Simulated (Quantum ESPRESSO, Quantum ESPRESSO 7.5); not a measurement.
# Li(100), 5 layers: cutoff convergence

Aim: how far one choice must go before the vacuum level and the energy of Li(100), 5 layers stand still, and what it costs.

Calculated with Quantum ESPRESSO 7.5; plane-wave DFT, PBE, SG15 norm-conserving pseudopotentials.

### 1. The starting structure

The cell holds 5 atoms: 5 Li. Cell: a = 3.490 Å, b = 3.490 Å, c = 22.980 Å, α = 90.0°, β = 90.0°, γ = 90.0°. It derives from Li. Vacuum lies along c.

Coordinates:

```cif
data_structure
_symmetry_space_group_name_H-M 'P 1'
_symmetry_Int_Tables_number 1
_cell_length_a 3.4900
_cell_length_b 3.4900
_cell_length_c 22.9800
_cell_angle_alpha 90.000
_cell_angle_beta 90.000
_cell_angle_gamma 90.000
_cell_volume 279.90
loop_
_atom_site_label
_atom_site_type_symbol
_atom_site_fract_x
_atom_site_fract_y
_atom_site_fract_z
_atom_site_occupancy
Li1 Li 0.00000 0.00000 0.84813 1
Li2 Li 0.50000 0.50000 0.92406 1
Li3 Li 0.00000 0.00000 0.00000 1
Li4 Li 0.50000 0.50000 0.07594 1
Li5 Li 0.00000 0.00000 0.15187 1
```

### 2. Ground state: ecutwfc 90 Ry, ecutrho 360 Ry

The first run is the reference of the series.

c0.in

```
&control
  prefix = 'c0'
  outdir = './out'
  pseudo_dir = './pseudo'
  calculation = 'scf'
  tprnfor = .true.
/
&system
  ibrav = 0
  nat = 5
  ntyp = 1
  ecutwfc = 90
  ecutrho = 360
  occupations = 'smearing'
  smearing = 'mv'
  degauss = 0.02
  assume_isolated = 'esm'
  esm_bc = 'bc1'
/
&electrons
  conv_thr = 1e-07
  mixing_beta = 0.4
  electron_maxstep = 120
  mixing_mode = 'local-TF'
/
ATOMIC_SPECIES
  Li  6.9400  Li_ONCV_PBE-1.2.upf
CELL_PARAMETERS angstrom
  3.49000000000000 0.00000000000000 0.00000000000000
  0.00000000000000 3.49000000000000 0.00000000000000
  0.00000000000000 0.00000000000000 22.98000000000000
ATOMIC_POSITIONS crystal
  Li  0.000000000000 0.000000000000 -0.151871192341
  Li  0.500000000000 0.500000000000 -0.075935596171
  Li  0.000000000000 0.000000000000 0.000000000000
  Li  0.500000000000 0.500000000000 0.075935596171
  Li  0.000000000000 0.000000000000 0.151871192341
K_POINTS automatic
  8 8 1 0 0 0
```

On the command line:

```console
OMP_NUM_THREADS=1 mpirun -n 4 pw.x -nk 4 -in c0.in > c0.out
```

Log:

```text
Program PWSCF v.7.5 starts
[citation notice left out]

     Parallel version (MPI & OpenMP), running on       4 processor cores
     Number of MPI processes:                 4
     Threads/MPI process:                     1

     MPI processes distributed on     1 nodes
[...]
Current dimensions of program PWSCF are:
     Max number of different atomic species (ntypx) = 10
     Max number of k-points (npk) =  40000
     Max angular momentum in pseudopotentials (lmaxx) =  4
     Message from routine setup:
     using ibrav=0 with symmetry is DISCOURAGED, use correct ibrav instead

     K-points division:     npool     =       4
     Subspace diagonalization in iterative solution of the eigenvalue problem:
     a serial algorithm will be used

     G-vector sticks info
     --------------------
     sticks:   dense  smooth     PW     G-vecs:    dense   smooth      PW
     Sum        1237    1237    357               217707   217707   33481

     Using Slab Decomposition

     bravais-lattice index     =            0
     lattice parameter (alat)  =       6.5951  a.u.
     unit-cell volume          =    1888.8500 (a.u.)^3
     number of atoms/cell      =            5
     number of atomic types    =            1
     number of electrons       =        15.00
     number of Kohn-Sham states=           12
     kinetic-energy cutoff     =      90.0000  Ry
     charge density cutoff     =     360.0000  Ry
     scf convergence threshold =      1.0E-07
     mixing beta               =       0.4000
     number of iterations used =            8  local-TF  mixing
     Exchange-correlation= PBE
                           (   1   4   3   4   0   0   0)

     Effective Screening Medium Method
     =================================
     Boundary Conditions: Vacuum-Slab-Vacuum
     total charge in unit cell        =   0.0000
     grid points for fit at edges     =        4

     celldm(1)=   6.595144  celldm(2)=   0.000000  celldm(3)=   0.000000
     celldm(4)=   0.000000  celldm(5)=   0.000000  celldm(6)=   0.000000

     crystal axes: (cart. coord. in units of alat)
               a(1) = (   1.000000   0.000000   0.000000 )
               a(2) = (   0.000000   1.000000   0.000000 )
               a(3) = (   0.000000   0.000000   6.584527 )

     reciprocal axes: (cart. coord. in units 2 pi/alat)
               b(1) = (  1.000000  0.000000  0.000000 )
               b(2) = (  0.000000  1.000000  0.000000 )
               b(3) = (  0.000000  0.000000  0.151871 )

     PseudoPot. # 1 for Li read from file:
     ./pseudo/Li_ONCV_PBE-1.2.upf
     Pseudo is Norm-conserving, Zval =  3.0
     Generated using ONCVPSP code by D. R. Hamann
     Using radial grid of  602 points,  4 beta functions with:
                l(1) =   0
                l(2) =   0
                l(3) =   1
                l(4) =   1

     atomic species   valence    mass     pseudopotential
     Li                3.00     6.94000     Li( 1.00)

     16 Sym. Ops., with inversion, found

   Cartesian axes

     site n.     atom                  positions (alat units)
         1        Li     tau(   1) = (   0.0000000   0.0000000  -1.0000000  )
         2        Li     tau(   2) = (   0.5000000   0.5000000  -0.5000000  )
         3        Li     tau(   3) = (   0.0000000   0.0000000   0.0000000  )
         4        Li     tau(   4) = (   0.5000000   0.5000000   0.5000000  )
         5        Li     tau(   5) = (   0.0000000   0.0000000   1.0000000  )

     number of k points=    15  Marzari-Vanderbilt smearing, width (Ry)=  0.0200
                       cart. coord. in units 2pi/alat
        k(    1) = (   0.0000000   0.0000000   0.0000000), wk =   0.0312500
        k(    2) = (   0.0000000   0.1250000   0.0000000), wk =   0.1250000
        k(    3) = (   0.0000000   0.2500000   0.0000000), wk =   0.1250000
        k(    4) = (   0.0000000   0.3750000   0.0000000), wk =   0.1250000
        k(    5) = (   0.0000000  -0.5000000   0.0000000), wk =   0.0625000
        k(    6) = (   0.1250000   0.1250000   0.0000000), wk =   0.1250000
        k(    7) = (   0.1250000   0.2500000   0.0000000), wk =   0.2500000
        k(    8) = (   0.1250000   0.3750000   0.0000000), wk =   0.2500000
        k(    9) = (   0.1250000  -0.5000000   0.0000000), wk =   0.1250000
        k(   10) = (   0.2500000   0.2500000   0.0000000), wk =   0.1250000
[...]
k(   15) = (  -0.5000000  -0.5000000   0.0000000), wk =   0.0312500

     Dense  grid:   217707 G-vectors     FFT dimensions: (  40,  40, 270)

     Estimated max dynamical RAM per process >     255.17 MB

     Estimated total dynamical RAM >     861.21 MB

     Initial potential from superposition of free atoms

     starting charge      14.4362, renormalised to      15.0000

     negative rho (up, down):  6.528E-04 0.000E+00
     Starting wfcs are random

     total cpu time spent up to now is        2.3 secs

     per-process dynamical memory:   133.2 Mb

     Self-consistent Calculation

     iteration #  1     ecut=    90.00 Ry     beta= 0.40
     Davidson diagonalization with overlap
     ethr =  1.00E-02,  avg # of iterations = 35.3

     Threshold (ethr) on eigenvalues was too large:
     Diagonalizing with lowered threshold

     Davidson diagonalization with overlap
     ethr =  7.75E-04,  avg # of iterations = 12.1

     total cpu time spent up to now is       25.6 secs

     total energy              =     -71.18193098 Ry
     estimated scf accuracy    <       0.23595406 Ry

     iteration #  2     ecut=    90.00 Ry     beta= 0.40
[...]
total energy              =     -71.14647652 Ry
     estimated scf accuracy    <       0.12533910 Ry

     iteration #  3     ecut=    90.00 Ry     beta= 0.40
[...]
total energy              =     -71.16074643 Ry
     estimated scf accuracy    <       0.00582282 Ry

     iteration #  4     ecut=    90.00 Ry     beta= 0.40
[...]
c_bands:  1 eigenvalues not converged
     c_bands:  2 eigenvalues not converged
     c_bands:  1 eigenvalues not converged
[...]
total energy              =     -71.18200022 Ry
     estimated scf accuracy    <       0.00249520 Ry

     iteration #  5     ecut=    90.00 Ry     beta= 0.40
[...]
c_bands:  2 eigenvalues not converged
     c_bands:  1 eigenvalues not converged
[...]
total energy              =     -71.18284637 Ry
     estimated scf accuracy    <       0.00133967 Ry

     iteration #  6     ecut=    90.00 Ry     beta= 0.40
[...]
total energy              =     -71.18242377 Ry
     estimated scf accuracy    <       0.00364773 Ry

     iteration #  7     ecut=    90.00 Ry     beta= 0.40
[...]
total energy              =     -71.18250990 Ry
     estimated scf accuracy    <       0.00082687 Ry

     iteration #  8     ecut=    90.00 Ry     beta= 0.40
[...]
negative rho (up, down):  5.761E-06 0.000E+00

[...]
total energy              =     -71.18225239 Ry
     estimated scf accuracy    <       0.00058156 Ry

     iteration #  9     ecut=    90.00 Ry     beta= 0.40
[...]
negative rho (up, down):  8.753E-08 0.000E+00

[...]
total energy              =     -71.18233188 Ry
     estimated scf accuracy    <       0.00033833 Ry

     iteration # 10     ecut=    90.00 Ry     beta= 0.40
[...]
negative rho (up, down):  6.143E-07 0.000E+00

[...]
total energy              =     -71.18226691 Ry
     estimated scf accuracy    <       0.00010119 Ry

     iteration # 11     ecut=    90.00 Ry     beta= 0.40
[...]
negative rho (up, down):  9.286E-05 0.000E+00

[...]
total energy              =     -71.18230054 Ry
     estimated scf accuracy    <       0.00000890 Ry

     iteration # 12     ecut=    90.00 Ry     beta= 0.40
[...]
total energy              =     -71.18232751 Ry
     estimated scf accuracy    <       0.00001020 Ry

     iteration # 13     ecut=    90.00 Ry     beta= 0.40
[...]
negative rho (up, down):  9.892E-08 0.000E+00

[...]
total energy              =     -71.18232501 Ry
     estimated scf accuracy    <       0.00000104 Ry

     iteration # 14     ecut=    90.00 Ry     beta= 0.40
[...]
c_bands:  1 eigenvalues not converged
[...]
End of self-consistent calculation

          k = 0.0000 0.0000 0.0000 ( 27099 PWs)   bands (ev):

   -50.2609 -50.2609 -49.5596 -49.5282 -49.5258  -6.2299  -5.4885  -4.3047
    -3.0247  -1.7732  -0.4227  -0.1089

          k = 0.0000 0.1250 0.0000 ( 27144 PWs)   bands (ev):

   -50.2607 -50.2607 -49.5590 -49.5280 -49.5260  -6.0841  -5.3423  -4.1565
    -2.8719  -1.6184  -0.2769   0.0612

          k = 0.0000 0.2500 0.0000 ( 27230 PWs)   bands (ev):

   -50.2603 -50.2603 -49.5575 -49.5276 -49.5266  -5.6453  -4.9054  -3.7247
    -2.4632  -1.3608  -0.5292  -0.1723

          k = 0.0000 0.3750 0.0000 ( 27220 PWs)   bands (ev):

   -50.2599 -50.2599 -49.5560 -49.5273 -49.5272  -4.9101  -4.1868  -3.0797
    -2.5518  -2.3037  -0.7976  -0.4636

          k = 0.0000-0.5000 0.0000 ( 27244 PWs)   bands (ev):

   -50.2597 -50.2597 -49.5554 -49.5276 -49.5270  -3.9111  -3.8387  -3.3083
    -3.1274  -2.6183  -0.7809  -0.4460

          k = 0.1250 0.1250 0.0000 ( 27178 PWs)   bands (ev):

   -50.2605 -50.2605 -49.5585 -49.5278 -49.5262  -5.9383  -5.1955  -4.0066
    -2.7155  -1.4569  -0.1157   0.2461

[...]
the Fermi energy is    -2.9231 ev

!    total energy              =     -71.18232533 Ry
     estimated scf accuracy    <       0.00000005 Ry
     smearing contrib. (-TS)   =      -0.00150841 Ry
     internal energy E=F+TS    =     -71.18081692 Ry

     The total energy is F=E-TS. E is the sum of the following terms:
     one-electron contribution =     306.42427213 Ry
     hartree contribution      =    -161.93052056 Ry
     xc contribution           =     -16.12341370 Ry
     ewald contribution        =    -199.55115479 Ry

     convergence has been achieved in  14 iterations

     Forces acting on atoms (cartesian axes, Ry/au):

     atom    1 type  1   force =     0.00000000    0.00000000   -0.00070291
     atom    2 type  1   force =     0.00000000    0.00000000    0.00262748
     atom    3 type  1   force =     0.00000000    0.00000000    0.00000000
     atom    4 type  1   force =     0.00000000    0.00000000   -0.00262748
     atom    5 type  1   force =     0.00000000    0.00000000    0.00070291

     Total force =     0.003846     Total SCF correction =     0.000351

[...]
=------------------------------------------------------------------------------=
   JOB DONE.
=------------------------------------------------------------------------------=
[...]
```

Run time: 85 s. Hardware: 4 MPI ranks of Intel Xeon Platinum 8488C (Sapphire Rapids), shared host; peak memory 0.88 GiB.

Numbers from this step:

* free energy: -968.4849 eV
* Fermi energy: -2.923 eV
* vacuum line at the lower end of the cell, over the Fermi level: 2.923 eV
* vacuum line at the upper end of the cell, over the Fermi level: 2.923 eV

The potential energy, planar mean oscillates, so the rows of the table below give means over windows of 1.7 Å about each position, cut where the curve ends. Its maxima inside the range that stand out by 2 % of the span (Å: eV): -2.5: 0.601, -0.8: 0.648, 0.8: 0.648, 2.5: 0.601. Its minima: -3.5: -2.38, -1.7: -2.00, 0.0: -2.04, 1.7: -2.00, 3.5: -2.38.

Electrostatic potential energy of an electron; zero at the Fermi level. Potential energy, planar mean against z; means over each step:

```csv
z (Å),"potential energy, planar mean (eV)"
-10.64,2.92
-8.94,2.92
-7.24,2.91
-5.54,2.60
-3.84,-0.376
-2.14,-0.473
-0.44,-0.448
1.26,-0.439
2.96,-0.602
4.66,1.52
6.36,2.85
8.06,2.92
9.76,2.92
```

The program's own clock; routines nest. Time by routine:

```csv
routine,wall time (s),calls
PWSCF,84.09,1
electrons,81.37,1
c_bands,56.99,15
cegterg,41.47,64
h_psi,35.15,695
vloc_psi,30.24,695
fftw,26.24,8916
mix_rho,17.38,15
ffts,5.68,1276
sum_band,4.01,15
calbec,2.57,711
h_psi:calbec,2.49,695
v_of_rho,2.34,15
init_run,2.22,1
```

The vacuum levels are read from the outermost 0.7 Å of the cell on either side.

The run needed 14 iterations to bring the estimated error under 1e-07 Ry; the largest force on any atom, held or free, is 0.07 eV/Å.

Inside the slab this potential holds the local part of the pseudopotentials, which can be repulsive at the nuclei; only its value in the vacuum has a meaning of its own.

### 3. Self-consistent run: ecutwfc 75 Ry, ecutrho 300 Ry

c1.in, as its differences from the input of step 2:

```diff
@@ -1,3 +1,3 @@
 &control
-  prefix = 'c0'
+  prefix = 'c1'
   outdir = './out'
@@ -11,4 +11,4 @@
   ntyp = 1
-  ecutwfc = 90
-  ecutrho = 360
+  ecutwfc = 75
+  ecutrho = 300
   occupations = 'smearing'
```

On the command line:

```console
OMP_NUM_THREADS=1 mpirun -n 4 pw.x -nk 4 -in c1.in > c1.out
```

Log:

```text
[banner, memory and clock lines left out]
Program PWSCF v.7.5 starts
[...]
Message from routine setup:
[...]
number of electrons       =        15.00
     number of Kohn-Sham states=           12
     kinetic-energy cutoff     =      75.0000  Ry
     charge density cutoff     =     300.0000  Ry
[...]
number of k points=    15  Marzari-Vanderbilt smearing, width (Ry)=  0.0200
[...]
Dense  grid:   165807 G-vectors     FFT dimensions: (  40,  40, 240)
[...]
negative rho (up, down):  7.983E-04 0.000E+00
     Starting wfcs are random
[...]
negative rho (up, down):  2.023E-04 0.000E+00
[...]
estimated scf accuracy    <       0.16997319 Ry
[...]
negative rho (up, down):  2.815E-04 0.000E+00
[...]
estimated scf accuracy    <       0.11223171 Ry
[...]
negative rho (up, down):  8.691E-06 0.000E+00
[...]
estimated scf accuracy    <       0.03724834 Ry
[...]
estimated scf accuracy    <       0.00551431 Ry
[...]
estimated scf accuracy    <       0.00470234 Ry
[...]
estimated scf accuracy    <       0.00376420 Ry
[...]
estimated scf accuracy    <       0.00273845 Ry
[...]
estimated scf accuracy    <       0.00188455 Ry
[...]
negative rho (up, down):  1.878E-05 0.000E+00
[...]
estimated scf accuracy    <       0.00045948 Ry
[...]
negative rho (up, down):  6.230E-04 0.000E+00
[...]
estimated scf accuracy    <       0.00011090 Ry
[...]
negative rho (up, down):  1.862E-04 0.000E+00
[...]
estimated scf accuracy    <       0.00005077 Ry
[...]
negative rho (up, down):  2.181E-04 0.000E+00
[...]
estimated scf accuracy    <       0.00002550 Ry
[...]
negative rho (up, down):  1.187E-06 0.000E+00
[...]
estimated scf accuracy    <       0.00000706 Ry
[...]
negative rho (up, down):  5.811E-06 0.000E+00
[...]
estimated scf accuracy    <       0.00000013 Ry
[...]
the Fermi energy is    -2.9238 ev
!    total energy              =     -71.18225241 Ry
     estimated scf accuracy    <       0.00000005 Ry
     smearing contrib. (-TS)   =      -0.00150815 Ry
     internal energy E=F+TS    =     -71.18074426 Ry
[...]
one-electron contribution =     306.42629776 Ry
     hartree contribution      =    -161.93267021 Ry
     xc contribution           =     -16.12321702 Ry
     ewald contribution        =    -199.55115479 Ry
     convergence has been achieved in  15 iterations
[...]
Total force =     0.003937     Total SCF correction =     0.000135
[...]
```

Wall time 69 s (4 MPI ranks); peak memory 0.73 GiB.

Read from the output:

- free energy: -968.4839 eV
- Fermi energy: -2.924 eV
- vacuum line at the lower end of the cell, over the Fermi level: 2.924 eV
- vacuum line at the upper end of the cell, over the Fermi level: 2.924 eV

The program's own clock; routines nest. Time by routine:

```csv
routine,wall time (s),calls
PWSCF,67.85,1
electrons,64.49,1
c_bands,41.1,15
cegterg,33.81,64
h_psi,29.54,698
vloc_psi,25.68,698
fftw,22.34,8866
mix_rho,17.02,15
ffts,5.69,1521
sum_band,3.36,15
init_run,2.94,1
v_of_rho,2.49,16
calbec,2.05,714
h_psi:calbec,1.99,698
```

Counted from each run's own zero (the Fermi level), the vacuum level differs from the first run's by +1 meV.

### 4. Ground state: ecutwfc 60 Ry, ecutrho 240 Ry

c2.in, as its differences from the input of step 3:

```diff
@@ -1,3 +1,3 @@
 &control
-  prefix = 'c1'
+  prefix = 'c2'
   outdir = './out'
@@ -11,4 +11,4 @@
   ntyp = 1
-  ecutwfc = 75
-  ecutrho = 300
+  ecutwfc = 60
+  ecutrho = 240
   occupations = 'smearing'
```

On the command line:

```console
OMP_NUM_THREADS=1 mpirun -n 4 pw.x -nk 4 -in c2.in > c2.out
```

Log:

```text
[banner, memory and clock lines left out]
Program PWSCF v.7.5 starts
[...]
Message from routine setup:
[...]
number of electrons       =        15.00
     number of Kohn-Sham states=           12
     kinetic-energy cutoff     =      60.0000  Ry
     charge density cutoff     =     240.0000  Ry
[...]
number of k points=    15  Marzari-Vanderbilt smearing, width (Ry)=  0.0200
[...]
Dense  grid:   118499 G-vectors     FFT dimensions: (  36,  36, 216)
[...]
negative rho (up, down):  5.552E-04 0.000E+00
     Starting wfcs are random
[...]
negative rho (up, down):  4.535E-06 0.000E+00
[...]
estimated scf accuracy    <       0.18360050 Ry
[...]
negative rho (up, down):  5.996E-05 0.000E+00
[...]
estimated scf accuracy    <       0.11015346 Ry
[...]
negative rho (up, down):  1.859E-06 0.000E+00
[...]
estimated scf accuracy    <       0.01578565 Ry
[...]
estimated scf accuracy    <       0.00498126 Ry
[...]
estimated scf accuracy    <       0.00590666 Ry
[...]
estimated scf accuracy    <       0.00214624 Ry
[...]
estimated scf accuracy    <       0.00205768 Ry
[...]
estimated scf accuracy    <       0.00167891 Ry
[...]
estimated scf accuracy    <       0.00072584 Ry
[...]
negative rho (up, down):  3.757E-04 0.000E+00
[...]
estimated scf accuracy    <       0.00021174 Ry
[...]
negative rho (up, down):  6.694E-07 0.000E+00
[...]
estimated scf accuracy    <       0.00017941 Ry
[...]
negative rho (up, down):  3.118E-07 0.000E+00
[...]
estimated scf accuracy    <       0.00007266 Ry
[...]
negative rho (up, down):  4.995E-05 0.000E+00
[...]
estimated scf accuracy    <       0.00002851 Ry
[...]
negative rho (up, down):  4.765E-05 0.000E+00
[...]
estimated scf accuracy    <       0.00001847 Ry
[...]
negative rho (up, down):  6.856E-05 0.000E+00
[...]
estimated scf accuracy    <       0.00001881 Ry
[...]
negative rho (up, down):  1.313E-05 0.000E+00
[...]
estimated scf accuracy    <       0.00000129 Ry
[...]
negative rho (up, down):  1.737E-05 0.000E+00
[...]
estimated scf accuracy    <       0.00000057 Ry
[...]
negative rho (up, down):  9.597E-06 0.000E+00
[...]
estimated scf accuracy    <       0.00000030 Ry
[...]
negative rho (up, down):  1.352E-06 0.000E+00
[...]
estimated scf accuracy    <       0.00000015 Ry
[...]
the Fermi energy is    -2.9215 ev
!    total energy              =     -71.18165267 Ry
     estimated scf accuracy    <       0.00000004 Ry
     smearing contrib. (-TS)   =      -0.00150930 Ry
     internal energy E=F+TS    =     -71.18014337 Ry
[...]
one-electron contribution =     306.42690718 Ry
     hartree contribution      =    -161.93360447 Ry
     xc contribution           =     -16.12229129 Ry
     ewald contribution        =    -199.55115479 Ry
     convergence has been achieved in  20 iterations
[...]
Total force =     0.004054     Total SCF correction =     0.000236
[...]
```

Run time: 56 s. Hardware: 4 MPI ranks; peak memory 0.56 GiB.

Numbers from this step:

```
free energy                                                    : -968.4757 eV
Fermi energy                                                   : -2.921 eV
vacuum line at the lower end of the cell, over the Fermi level : 2.921 eV
vacuum line at the upper end of the cell, over the Fermi level : 2.921 eV
```

The program's own clock; routines nest. Time by routine:

```csv
routine,wall time (s),calls
PWSCF,55.72,1
electrons,53.38,1
c_bands,29.26,20
cegterg,23.13,84
h_psi,19.79,709
mix_rho,18.35,20
vloc_psi,16.91,709
fftw,14.45,9538
ffts,6.75,2137
sum_band,2.83,20
v_of_rho,2.23,21
init_run,1.75,1
calbec,1.53,725
h_psi:calbec,1.49,709
```

Counted from each run's own zero (the Fermi level), the vacuum level differs from the first run's by -2 meV.

(Part 1 of 2 ends here.)

[Logs are printed without paths, hosts, clocks, repeated set-up lines and the standing remarks that a program may print on its own settings, such as how far it seeks lower states.]

[Hosts, paths, dates, database ids (printed as entryN), source tags and the programs' standing remarks are cut or masked in the printed files.]

[Maps of the electrostatic potential energy from Ansatz leave out the sawtooth potential of an applied field or a dipole correction, so their vacuum need not be flat; planar profiles and work functions include it.]
